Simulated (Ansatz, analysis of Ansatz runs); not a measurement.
# A hop of Mg in Mg2TiO4 (Imma), charge 0, part 3 of 5

Aim: the barrier of one jump in Mg2TiO4 (Imma) at charge 0: V_Mg hop (3.5 Å). The model is a cell of 56 host atoms with 1 Mg taken out; Mg is the atom that moves.

Ansatz 0.2.0; plane-wave PAW DFT, PBEsol; nudged elastic band between two relaxed defect structures.

So far. Step 2 (Relaxation of the start point, charge 0): After 150 cycles the residual stands at 0.59, with no steady fall over the second half. The cap of 150 cycles in the input ended the loop.

### 5. Nudged elastic band, charge 0

5 movable images are laid between the ends on a pair-potential path, which keeps atoms from colliding in the first guess. Each image feels the true force across the path and a spring force along it. The highest image is set to climb to the top of the path.

This step: plane-wave PAW DFT, PBEsol; nudged elastic band between two relaxed defect structures.

File q0.neb/input.yaml:

```yaml
crystal:
  lattice:
    - [5.93160526, 5.95895149, 0.0]
    - [-5.93160526, 5.95895149, 0.0]
    - [0.0, 0.0, 8.47824647]
  atoms:
    - { symbol: Mg, position: [0.36991992, 0.37382741, 0.13274207] }
    - { symbol: Mg, position: [0.37503019, 0.8740337, 0.63263161] }
    - { symbol: Mg, position: [0.87740678, 0.37412134, 0.63921319] }
    - { symbol: Mg, position: [0.87542842, 0.88057396, 0.13232923] }
    - { symbol: Mg, position: [0.24956723, -0.00016678, 0.25021037] }
    - { symbol: Mg, position: [0.24956987, 0.49985713, 0.75020885] }
    - { symbol: Mg, position: [0.74959158, -0.00014726, 0.75022889] }
    - { symbol: Mg, position: [-0.00535303, 0.25447116, 0.25297453] }
    - { symbol: Mg, position: [-0.00073655, 0.75006443, 0.75045945] }
    - { symbol: Mg, position: [0.49994483, 0.24970016, 0.74996459] }
    - { symbol: Mg, position: [0.50459172, 0.74530357, 0.24745765] }
    - { symbol: Mg, position: [0.12420439, 0.12576766, 0.86780228] }
    - { symbol: Mg, position: [0.12924158, 0.62596202, 0.36771163] }
    - { symbol: Mg, position: [0.62381711, 0.11914605, 0.36808034] }
    - { symbol: Mg, position: [0.62183914, 0.62565284, 0.86125085] }
    - { symbol: Ti, position: [0.25071706, 0.25380598, 0.50117828] }
    - { symbol: Ti, position: [0.24892392, 0.74607205, -0.00089949] }
    - { symbol: Ti, position: [0.74603765, 0.25517843, 0.00808988] }
    - { symbol: Ti, position: [0.75358077, 0.74482765, 0.49214747] }
    - { symbol: Ti, position: [0.00025266, 0.00183103, 0.5021005] }
    - { symbol: Ti, position: [-0.01245471, 0.50215126, 0.00433169] }
    - { symbol: Ti, position: [0.49905216, -0.00167139, -0.0015083] }
    - { symbol: Ti, position: [0.51188811, 0.49798158, 0.49631928] }
    - { symbol: O, position: [0.01252114, 0.23738516, 0.49844313] }
    - { symbol: O, position: [0.01188634, 0.73863316, 0.99829591] }
    - { symbol: O, position: [0.51069655, 0.23674005, 0.99748] }
    - { symbol: O, position: [0.51431743, 0.7351623, 0.49757918] }
    - { symbol: O, position: [0.23647466, 0.01243564, 0.49733421] }
    - { symbol: O, position: [0.23946966, 0.51599445, 0.99530333] }
    - { symbol: O, position: [0.73350553, 0.01044969, 0.99394246] }
    - { symbol: O, position: [0.7359744, 0.51529728, 0.50881032] }
    - { symbol: O, position: [0.00789564, 0.0078874, 0.27402957] }
    - { symbol: O, position: [0.00965868, 0.50875346, 0.77295154] }
    - { symbol: O, position: [0.50530614, 0.00614018, 0.77180109] }
    - { symbol: O, position: [0.48775833, 0.50811227, 0.27822595] }
    - { symbol: O, position: [0.24147599, 0.24215081, 0.27345166] }
    - { symbol: O, position: [0.24284467, 0.74522391, 0.7726963] }
    - { symbol: O, position: [0.7423008, 0.2417722, 0.7721893] }
    - { symbol: O, position: [0.74169566, 0.76331737, 0.27738722] }
    - { symbol: O, position: [0.25635682, 0.25452172, 0.7276662] }
    - { symbol: O, position: [0.25769485, 0.7575333, 0.22694289] }
    - { symbol: O, position: [0.75753097, 0.23641474, 0.22300429] }
    - { symbol: O, position: [0.7568929, 0.7579662, 0.7282647] }
    - { symbol: O, position: [0.2597054, 0.48376714, 0.50507432] }
    - { symbol: O, position: [0.26269909, 0.98728894, 0.00309455] }
    - { symbol: O, position: [0.76334123, 0.48454244, -0.00834232] }
    - { symbol: O, position: [0.76568076, 0.98927843, 0.50656199] }
    - { symbol: O, position: [0.48953204, 0.49101676, 0.72750072] }
    - { symbol: O, position: [0.49123777, 0.99183239, 0.22645796] }
    - { symbol: O, position: [1.01141728, 0.49164242, 0.22226969] }
    - { symbol: O, position: [0.99388302, 0.9936081, 0.72869796] }
    - { symbol: O, position: [0.48731663, 0.26110188, 0.5021399] }
    - { symbol: O, position: [0.486663, 0.76234686, 0.0020139] }
    - { symbol: O, position: [0.98489394, 0.26459585, 0.00287138] }
    - { symbol: O, position: [0.98847906, 0.76299942, 0.50296484] }
basis:
  ecutwfc: 420
  xc_grid: 2
hamiltonian:
  xc: pbesol
kpoints:
  mp_grid: { grid: [1, 1, 1], shift: [0.25, 0.25, 0.25] }
scf:
  occupations: { method: fermi_dirac, width: 0.01 }
  max_iter: 150
output:
  forces: true
neb:
  images: 5
  f_tol: 0.04
  climbing: true
  initial_path: idpp
  max_iterations: 45
  order_check: false
  final_atoms:
    - { symbol: Mg, position: [0.37099622, 0.37744356, 0.13768668] }
    - { symbol: Mg, position: [0.37187402, 0.87176078, 0.63120432] }
[... 1 atom line left out ...]
    - { symbol: Mg, position: [0.87756051, 0.87096384, 0.13768464] }
[... 3 atom lines left out ...]
    - { symbol: Mg, position: [-0.00160067, 0.248999, 0.25168333] }
[... 4 atom lines left out ...]
    - { symbol: Mg, position: [-0.25088222, 0.49841392, 0.2515731] }
[... 5 atom lines left out ...]
    - { symbol: Ti, position: [0.75574569, 0.74688415, 0.4975806] }
[... 1 atom line left out ...]
    - { symbol: Ti, position: [0.00153399, 0.50130098, 0.01086439] }
[... 3 atom lines left out ...]
    - { symbol: O, position: [0.01264983, 0.73711681, 0.99645638] }
[... 5 atom lines left out ...]
    - { symbol: O, position: [0.73679616, 0.51262426, 0.49772175] }
[... 7 atom lines left out ...]
    - { symbol: O, position: [0.74066297, 0.74164454, 0.27221607] }
[... 2 atom lines left out ...]
    - { symbol: O, position: [0.75533861, 0.25528513, 0.22557523] }
[... 3 atom lines left out ...]
    - { symbol: O, position: [0.75983464, 0.48464183, 0.00026289] }
[... 3 atom lines left out ...]
    - { symbol: O, position: [0.98679858, 0.48668354, 0.21855128] }
[... 4 atom lines left out ...]
    - { symbol: O, position: [0.97822756, 0.77065846, 0.50829083] }
```

Run with:

```sh
$ ansatz run input.yaml --threads 4 --pin off --max-ram 14131MiB --backend cpu --events-out ev --progress --plain --runs-dir out
```

Log:

```text
Warning: neb: disabling space-group detection — the band's intermediate images generally break the endpoint symmetry, so the full k-mesh is solved, and no spatial operation symmetrises the density, except that a semilocal band can use its path's symmetry [...]
[...]
parallel-image band execution: 4 concurrent image workers
NEB image 0
Crystal: 55 atoms, lattice volume = 599.347 Å³
Basis set: ecut = 420 eV, 11701 PW (Γ), exchange–correlation on 120×120×120 points (8 copies of the dense FFT grid, shifted against one another)
Bands: 274, of which v1, the nominal top of the filled ones, is band 219 counted from 1 (218 counted from 0)
Symmetry: 1 space group operations
k-points: 1
[...]
SCF iter   1: F=—  HF=-66492.877395 eV  |F-HF|=—  |Δ(HF+E_count)|=         —  Δρ=2.48e-2  dr2=4.31e0  ethr=1.77e-3  ⟨swp⟩=6.0  Hψ=1045  notcnv=0  defer=31
[...]
SCF iter  22: F=-66492.237322 eV  HF=-66492.237322 eV  |F-HF|=8.25e-8  |Δ(HF+E_count)|=   8.38e-9  Δρ=3.53e-6  dr2=9.38e-8  ethr=2.28e-11  ⟨swp⟩=3.0  Hψ=674  notcnv=0
SCF 1 converged in 22 iterations: F = -66492.237322 eV  dr2 = 9.38e-8
[...]
NSCF: frozen V_eff on 1 k-points
NEB image 6
SCF iter   1: F=—  HF=-66492.828187 eV  |F-HF|=—  |Δ(HF+E_count)|=         —  Δρ=3.15e-2  dr2=8.00e0  ethr=1.77e-3  ⟨swp⟩=6.0  Hψ=1042  notcnv=0  defer=33
[...]
SCF iter  33: F=-66492.169206 eV  HF=-66492.169206 eV  |F-HF|=6.96e-8  |Δ(HF+E_count)|=   3.06e-9  Δρ=3.04e-6  dr2=7.67e-8  ethr=2.28e-11  ⟨swp⟩=4.0  Hψ=700  notcnv=0
SCF 2 converged in 33 iterations: F = -66492.169206 eV  dr2 = 7.67e-8
[...]
NEB end point (image 0): max|allowed force component| = 1.200e-2 eV/Å (the criterion of neb.relax_end_points is 1.000e-2)
NEB end point (image 6): max|allowed force component| = 9.852e-3 eV/Å (the criterion of neb.relax_end_points is 1.000e-2)
NEB image 1
SCF iter   1: F=—  HF=-66491.725189 eV  |F-HF|=—  |Δ(HF+E_count)|=         —  Δρ=3.27e-2  dr2=8.39e0  ethr=1.77e-3  ⟨swp⟩=6.0  Hψ=1041  notcnv=0  defer=31
[...]
SCF iter  25: F=-66490.940374 eV  HF=-66490.940374 eV  |F-HF|=8.43e-8  |Δ(HF+E_count)|=   7.93e-9  Δρ=3.45e-6  dr2=9.84e-8  ethr=2.28e-11  ⟨swp⟩=4.0  Hψ=713  notcnv=0
SCF 3 converged in 25 iterations: F = -66490.940374 eV  dr2 = 9.84e-8
NEB image 2
SCF iter   1: F=—  HF=-66489.571604 eV  |F-HF|=—  |Δ(HF+E_count)|=         —  Δρ=3.37e-2  dr2=9.02e0  ethr=1.77e-3  ⟨swp⟩=6.0  Hψ=1035  notcnv=0  defer=32
[...]
SCF iter  25: F=-66488.719212 eV  HF=-66488.719212 eV  |F-HF|=2.65e-8  |Δ(HF+E_count)|=   1.26e-8  Δρ=2.88e-6  dr2=5.08e-8  ethr=2.28e-11  ⟨swp⟩=2.0  Hψ=628  notcnv=0
SCF 4 converged in 25 iterations: F = -66488.719212 eV  dr2 = 5.08e-8
NEB image 3
SCF iter   1: F=—  HF=-66488.613971 eV  |F-HF|=—  |Δ(HF+E_count)|=         —  Δρ=3.34e-2  dr2=8.80e0  ethr=1.77e-3  ⟨swp⟩=6.0  Hψ=1040  notcnv=0  defer=33
[...]
SCF iter  33: F=-66487.801650 eV  HF=-66487.801650 eV  |F-HF|=6.38e-8  |Δ(HF+E_count)|=   5.73e-9  Δρ=3.02e-6  dr2=7.38e-8  ethr=2.28e-11  ⟨swp⟩=3.0  Hψ=671  notcnv=0
SCF 5 converged in 33 iterations: F = -66487.801650 eV  dr2 = 7.38e-8
NEB image 4
SCF iter   1: F=—  HF=-66489.544772 eV  |F-HF|=—  |Δ(HF+E_count)|=         —  Δρ=2.74e-2  dr2=5.90e0  ethr=1.77e-3  ⟨swp⟩=6.0  Hψ=1040  notcnv=0  defer=33
[...]
SCF iter  37: F=-66488.848413 eV  HF=-66488.848413 eV  |F-HF|=6.48e-8  |Δ(HF+E_count)|=   4.32e-9  Δρ=2.99e-6  dr2=7.44e-8  ethr=2.28e-11  ⟨swp⟩=4.0  Hψ=673  notcnv=0
SCF 6 converged in 37 iterations: F = -66488.848413 eV  dr2 = 7.44e-8
NEB image 5
SCF iter   1: F=—  HF=-66491.643543 eV  |F-HF|=—  |Δ(HF+E_count)|=         —  Δρ=3.27e-2  dr2=8.61e0  ethr=1.77e-3  ⟨swp⟩=6.0  Hψ=1042  notcnv=0  defer=33
[...]
SCF iter  21: F=-66490.936245 eV  HF=-66490.936245 eV  |F-HF|=1.14e-8  |Δ(HF+E_count)|=   3.50e-8  Δρ=2.10e-6  dr2=3.21e-8  ethr=2.28e-11  ⟨swp⟩=3.0  Hψ=673  notcnv=0
SCF 7 converged in 21 iterations: F = -66490.936245 eV  dr2 = 3.21e-8
NEB iter   1: max|band force component| = 7.240e0 eV/Å  barrier→ = 4.4357 eV  barrier← = 4.3676 eV  Δτ_max = 0.1931 Å  (196 SCF iters)
NEB image 1
[...]
iter 1 solved again at ethr=2.93e-4 eV; its pass at ethr=3.10e-3 eV (dr2=1.28e0 eV) is discarded
[...]
SCF iter  19: F=-66491.338188 eV  HF=-66491.338188 eV  |F-HF|=7.45e-8  |Δ(HF+E_count)|=   9.90e-9  Δρ=3.12e-6  dr2=8.40e-8  ethr=2.28e-11  ⟨swp⟩=3.0  Hψ=702  notcnv=0
SCF 8 converged in 19 iterations: F = -66491.338188 eV  dr2 = 8.40e-8
NEB image 2
[...]
SCF iter  27: F=-66489.991480 eV  HF=-66489.991480 eV  |F-HF|=5.93e-8  |Δ(HF+E_count)|=   3.22e-9  Δρ=2.72e-6  dr2=6.55e-8  ethr=2.28e-11  ⟨swp⟩=4.0  Hψ=702  notcnv=0
SCF 9 converged in 27 iterations: F = -66489.991480 eV  dr2 = 6.55e-8
NEB image 3
[...]
SCF iter  29: F=-66489.728476 eV  HF=-66489.728476 eV  |F-HF|=7.37e-8  |Δ(HF+E_count)|=   6.68e-9  Δρ=3.38e-6  dr2=9.15e-8  ethr=2.28e-11  ⟨swp⟩=3.0  Hψ=746  notcnv=0
SCF 10 converged in 29 iterations: F = -66489.728476 eV  dr2 = 9.15e-8
NEB image 4
[...]
SCF iter  28: F=-66490.127874 eV  HF=-66490.127874 eV  |F-HF|=7.90e-8  |Δ(HF+E_count)|=   5.53e-9  Δρ=3.19e-6  dr2=8.84e-8  ethr=2.28e-11  ⟨swp⟩=4.0  Hψ=705  notcnv=0
SCF 11 converged in 28 iterations: F = -66490.127874 eV  dr2 = 8.84e-8
NEB image 5
[...]
SCF iter  24: F=-66491.433365 eV  HF=-66491.433365 eV  |F-HF|=4.75e-8  |Δ(HF+E_count)|=   1.35e-8  Δρ=2.70e-6  dr2=5.85e-8  ethr=2.28e-11  ⟨swp⟩=4.0  Hψ=851  notcnv=0
SCF 12 converged in 24 iterations: F = -66491.433365 eV  dr2 = 5.85e-8
NEB iter   2: max|band force component| = 4.022e0 eV/Å  barrier→ = 2.5088 eV  barrier← = 2.4407 eV  Δτ_max = 0.2000 Å  (127 SCF iters)
NEB image 1
[...]
SCF iter  22: F=-66491.510371 eV  HF=-66491.510371 eV  |F-HF|=2.42e-8  |Δ(HF+E_count)|=   6.80e-9  Δρ=2.78e-6  dr2=5.12e-8  ethr=2.28e-11  ⟨swp⟩=3.0  Hψ=717  notcnv=0
SCF 13 converged in 22 iterations: F = -66491.510371 eV  dr2 = 5.12e-8
NEB image 2
[...]
SCF iter  25: F=-66490.518663 eV  HF=-66490.518663 eV  |F-HF|=2.41e-8  |Δ(HF+E_count)|=   1.37e-8  Δρ=3.54e-6  dr2=7.47e-8  ethr=2.28e-11  ⟨swp⟩=2.0  Hψ=721  notcnv=0
SCF 14 converged in 25 iterations: F = -66490.518663 eV  dr2 = 7.47e-8
NEB image 3
[...]
SCF iter  29: F=-66490.485491 eV  HF=-66490.485491 eV  |F-HF|=7.05e-8  |Δ(HF+E_count)|=   6.69e-9  Δρ=3.20e-6  dr2=8.27e-8  ethr=2.28e-11  ⟨swp⟩=3.0  Hψ=701  notcnv=0
[...]
NEB image 1
[...]
SCF iter  13: F=-66491.688472 eV  HF=-66491.688472 eV  |F-HF|=3.97e-8  |Δ(HF+E_count)|=   1.06e-8  Δρ=2.48e-6  dr2=4.58e-8  ethr=2.28e-11  ⟨swp⟩=4.0  Hψ=717  notcnv=0
SCF 85 converged in 13 iterations: F = -66491.688472 eV  dr2 = 4.58e-8
NEB image 2
[...]
SCF iter  13: F=-66490.932971 eV  HF=-66490.932971 eV  |F-HF|=4.54e-8  |Δ(HF+E_count)|=   9.26e-9  Δρ=2.35e-6  dr2=5.07e-8  ethr=2.28e-11  ⟨swp⟩=4.0  Hψ=720  notcnv=0
SCF 86 converged in 13 iterations: F = -66490.932971 eV  dr2 = 5.07e-8
NEB image 3
[...]
SCF iter  16: F=-66490.802603 eV  HF=-66490.802603 eV  |F-HF|=4.32e-8  |Δ(HF+E_count)|=   4.19e-9  Δρ=2.40e-6  dr2=5.02e-8  ethr=2.28e-11  ⟨swp⟩=3.0  Hψ=701  notcnv=0
SCF 87 converged in 16 iterations: F = -66490.802603 eV  dr2 = 5.02e-8
NEB image 4
[...]
SCF iter  14: F=-66490.699596 eV  HF=-66490.699596 eV  |F-HF|=7.23e-8  |Δ(HF+E_count)|=   8.70e-9  Δρ=3.20e-6  dr2=8.24e-8  ethr=2.28e-11  ⟨swp⟩=4.0  Hψ=716  notcnv=0
SCF 88 converged in 14 iterations: F = -66490.699596 eV  dr2 = 8.24e-8
NEB image 5
[...]
SCF iter  15: F=-66491.534319 eV  HF=-66491.534319 eV  |F-HF|=7.94e-8  |Δ(HF+E_count)|=   2.68e-9  Δρ=3.07e-6  dr2=8.65e-8  ethr=2.28e-11  ⟨swp⟩=4.0  Hψ=706  notcnv=0
SCF 89 converged in 15 iterations: F = -66491.534319 eV  dr2 = 8.65e-8
NEB image 1
[...]
NEB image 2
[...]
NEB image 3
[...]
NEB image 5
[...]
NEB image 4
[...]
the band table was solved once a step of the walk had ended and its energy, with any forces and stress, was formed, with the checks that follow a solve (819 applications of the Hamiltonian). They found nothing against the state; [...]
NEB iter  19: max|band force component| = 4.000e-2 eV/Å  barrier→ = 1.5377 eV  barrier← = 1.4696 eV  CI = image 4  Δτ_max = 0.0000 Å  (71 SCF iters)
SCF converged after 14 iterations
Free energy (F): -66490.699596 eV
[...]
Internal energy: -66490.672722 eV  (E = F + TS)
E sigma→0 (E₀):  -66490.686159 eV
Entropy (-TS):   -0.026874 eV (-0.489 meV/atom)
Fermi energy:    6.626034 eV
[...]
--- Forces (eV/Å), atoms counted from 1 ---
  atom   1  Mg     0.00040662    -0.00040020    -0.00154129
  atom   2  Mg    -0.00115720    -0.00155364    -0.00052626
  [... 1 atom left out ...]
  atom   4  Mg    -0.00046968    -0.00119988    -0.00011577
  [... 3 atoms left out ...]
  atom   8  Mg     0.00041329    -0.00061869     0.00032992
  [... 4 atoms left out ...]
  atom  13  Mg     0.00037014    -0.00019306    -0.00107111
  [... 5 atoms left out ...]
  atom  19  Ti     0.00597227     0.00258446     0.00003319
  [... 1 atom left out ...]
  atom  21  Ti    -0.00188590    -0.00712370    -0.00129303
  [... 3 atoms left out ...]
  atom  25  O     -0.00117228     0.00084772    -0.00010047
  [... 5 atoms left out ...]
  atom  31  O      0.00013980    -0.00028823     0.00107391
  [... 7 atoms left out ...]
  atom  39  O     -0.00043253    -0.00013883    -0.00116441
  [... 10 atoms left out ...]
  atom  50  O      0.00079992     0.00184796     0.00211477
  [... 4 atoms left out ...]
  atom  55  O     -0.00200767     0.00872138     0.00025391
  max |Σ_I F_I| component: 1.12e-4 eV/Å
--- Band table (eV) ---
[...]
this run last wrote the band of iteration 19 to <dir>; this run last wrote the band within `neb.f_tol` of iteration 14 to <dir>
--- NEB band (7 images, 19 band iterations, 1728 SCF iterations) ---
  forward barrier  = 1.537726 eV
  backward barrier = 1.469610 eV
  lagrangian_above_aufbau_ev (what the smearing adds, to first order; not taken off the barriers): saddle image -0.019383 eV, end points -0.005341 and -0.021105 eV
  climbing image's point = of an order that was not read
  energies are F+E_penalty+E_count in eV, relative to image 0
  image     s (Å)  Δ vs image 0  max|band force component| (eV/Å)
      0    0.0000      0.000000                                 —
      1    0.7177      0.548850                          4.000e-2
      2    1.4358      1.304351                          2.981e-2
      3    2.1536      1.434720                          3.296e-2
  *   4    2.8710      1.537726                          8.911e-3
      5    3.7084      0.703004                          2.656e-2
      6    4.5458      0.068116                                 —
  climbing-image geometry (image 4):
  cell:  # Å, volume = 599.3467 Å³
    - [5.93160526, 5.95895149, 0.0]
    - [-5.93160526, 5.95895149, 0.0]
    - [0.0, 0.0, 8.47824647]
  atoms:
    - { symbol: Mg, position: [0.360622, 0.382179, 0.138642] }
    - { symbol: Mg, position: [0.369687, 0.874169, 0.633900] }
    - { symbol: Mg, position: [0.875170, 0.368292, 0.639958] }
    - { symbol: Mg, position: [0.872614, 0.877887, 0.130701] }
    - { symbol: Mg, position: [0.251801, -0.006572, 0.252173] }
    - { symbol: Mg, position: [0.253615, 0.503923, 0.744401] }
    - { symbol: Mg, position: [0.751632, 0.009412, 0.757550] }
    - { symbol: Mg, position: [0.003769, 0.240703, 0.243418] }
    - { symbol: Mg, position: [-0.003553, 0.745673, 0.746804] }
    - { symbol: Mg, position: [0.497494, 0.249633, 0.750765] }
    - { symbol: Mg, position: [0.506776, 0.741824, 0.245718] }
    - { symbol: Mg, position: [0.125380, 0.121234, 0.862079] }
    - { symbol: Mg, position: [-0.127048, 0.568959, 0.327069] }
    - { symbol: Mg, position: [0.624597, 0.126423, 0.360544] }
    - { symbol: Mg, position: [0.623631, 0.622757, 0.865702] }
    - { symbol: Ti, position: [0.240542, 0.256996, 0.497709] }
    - { symbol: Ti, position: [0.240752, 0.744323, 0.000948] }
    - { symbol: Ti, position: [0.736836, 0.261952, 0.014502] }
    - { symbol: Ti, position: [0.726254, 0.774727, 0.515265] }
    - { symbol: Ti, position: [0.006284, -0.016549, 0.496735] }
    - { symbol: Ti, position: [-0.002291, 0.488552, -0.007550] }
    - { symbol: Ti, position: [0.497716, -0.004761, -0.000563] }
    - { symbol: Ti, position: [0.510980, 0.484618, 0.490477] }
    - { symbol: O, position: [0.013060, 0.238106, 0.493865] }
    - { symbol: O, position: [0.009816, 0.735048, 0.996198] }
    - { symbol: O, position: [0.508109, 0.241215, 1.003301] }
    - { symbol: O, position: [0.507656, 0.737694, 0.497728] }
    - { symbol: O, position: [0.232279, 0.006749, 0.497390] }
    - { symbol: O, position: [0.243127, 0.514556, 0.984496] }
    - { symbol: O, position: [0.731682, 0.016881, 1.000058] }
    - { symbol: O, position: [0.741688, 0.517528, 0.509353] }
    - { symbol: O, position: [0.006940, 0.003077, 0.271470] }
    - { symbol: O, position: [0.012693, 0.505116, 0.765003] }
    - { symbol: O, position: [0.503361, 0.007254, 0.773671] }
    - { symbol: O, position: [0.501596, 0.504729, 0.275035] }
    - { symbol: O, position: [0.247296, 0.232783, 0.273233] }
    - { symbol: O, position: [0.239040, 0.745968, 0.769456] }
    - { symbol: O, position: [0.737130, 0.246082, 0.776646] }
    - { symbol: O, position: [0.744187, 0.753333, 0.279410] }
    - { symbol: O, position: [0.258093, 0.253366, 0.725476] }
    - { symbol: O, position: [0.266915, 0.756940, 0.215701] }
    - { symbol: O, position: [0.764133, 0.253905, 0.228086] }
    - { symbol: O, position: [0.751516, 0.765601, 0.735287] }
    - { symbol: O, position: [0.276205, 0.474434, 0.504870] }
    - { symbol: O, position: [0.261833, 0.987315, 0.002484] }
    - { symbol: O, position: [0.769948, 0.488926, -0.004224] }
    - { symbol: O, position: [0.755195, 0.996230, 0.509204] }
    - { symbol: O, position: [0.494672, 0.491981, 0.726804] }
    - { symbol: O, position: [0.493652, 0.988306, 0.226947] }
    - { symbol: O, position: [1.031123, 0.474105, 0.207224] }
    - { symbol: O, position: [0.991260, 0.991958, 0.725445] }
    - { symbol: O, position: [0.493994, 0.258330, 0.503232] }
    - { symbol: O, position: [0.489520, 0.764545, -0.001470] }
    - { symbol: O, position: [0.983221, 0.257266, -0.006322] }
    - { symbol: O, position: [0.966593, 0.764031, 0.500995] }
```

Wall time 33 min (4 threads of Arm Neoverse V1, shared host); peak memory 4.1 GiB.

The path, image by image:

| image | path (Å) | energy (eV) | Mg13: x, y, z (Å) |
| --- | --- | --- | --- |
| 0 | 0.000 | 0.0000 | -2.946, 4.500, 3.118 |
| 1 | 0.718 | 0.5489 | -3.378, 4.264, 2.945 |
| 2 | 1.436 | 1.3044 | -3.869, 3.819, 2.817 |
| 3 | 2.154 | 1.4347 | -3.982, 3.196, 3.018 |
| 4 | 2.871 | 1.5377 | -4.128, 2.633, 2.773 |
| 5 | 3.708 | 0.7030 | -4.262, 1.950, 2.390 |
| 6 | 4.546 | 0.0681 | -4.445, 1.475, 2.133 |

This step gave:

```
free energy      : -66490.6996 eV
smearing term TS : 0.02687 eV
barrier forward  : 1.538 eV
barrier backward : 1.470 eV
end less start   : 0.06812 eV
hop length       : 3.517 Å
```

Track of the atom that was set to move:

| image | x (Å) | y (Å) | z (Å) | nearest neighbour | distance (Å) |
| --- | --- | --- | --- | --- | --- |
| 0 | -2.946 | 4.5 | 3.118 | O | 1.946 |
| 1 | -3.378 | 4.264 | 2.945 | O | 1.881 |
| 2 | -3.869 | 3.819 | 2.817 | O | 1.843 |
| 3 | -3.982 | 3.196 | 3.018 | O | 1.848 |
| 4 | -4.128 | 2.633 | 2.773 | O | 1.851 |
| 5 | -4.262 | 1.95 | 2.39 | O | 1.931 |
| 6 | -4.445 | 1.475 | 2.133 | O | 2.02 |

The band met its tolerance of 0.04 eV/Å after 19 iterations, with image 4 on top (the start counts as 0). Mg13, which moves farthest between the ends, has 4 O at 1.95 to 2.01 Å nearest at the start and 3 O at 1.85 to 1.95 Å at the top.

(Part 3 of 5 ends here.)

[Long decimals in the printed logs are rounded to 6 places.]

[Repeated set-up lines and some long k-point lines are left out of the logs, and relaxed atomic positions are cut to six decimals.]

[Logs are printed without paths, hosts, clocks, repeated set-up lines and the standing remarks that a program may print on its own settings, such as how far it seeks lower states.]

[Hosts, paths, dates, database ids (printed as entryN), source tags and the programs' standing remarks are cut or masked in the printed files.]
